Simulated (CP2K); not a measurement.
Two runs for the O K edge of aminoacetaldehyde. Run A: CP2K XAS_TDP, all-electron GAPW, PBEh(45%), aug-cc-pVDZ, TDA, no relativity. Run B differs in one setting.

First lines with a strength over 0.0015. A:

```
            atom  energy (eV)  states  strength, one atom
O4 (bonded to C)       526.48       1              0.0463
                       532.62       1              0.0016
                       533.21       1              0.0029
                       533.80       1              0.0020
                       534.56       1              0.0040
```

B:

```
            atom  energy (eV)  states  strength, one atom
O4 (bonded to C)       531.48       1              0.0459
                       537.61       1              0.0016
                       538.21       1              0.0028
                       538.79       1              0.0020
                       539.56       1              0.0040
```

Q: Which was it: the functional, the basis, scalar relativity switched on, GW2X switched on?

GW2X switched on. GW2X shifts an atom's lines together and keeps their spacings. Against PBEh(45%) in aug-cc-pVDZ, the leading line moves by +5.00 eV, to 531.48 eV.

[Banner, clock and machine lines of the logs are left out without a mark of their own.]

[Logs are printed without paths, hosts, clocks, repeated set-up lines and the standing remarks that a program may print on its own settings, such as how far it seeks lower states.]

[Hosts, paths, dates, database ids (printed as entryN), source tags and the programs' standing remarks are cut or masked in the printed files.]
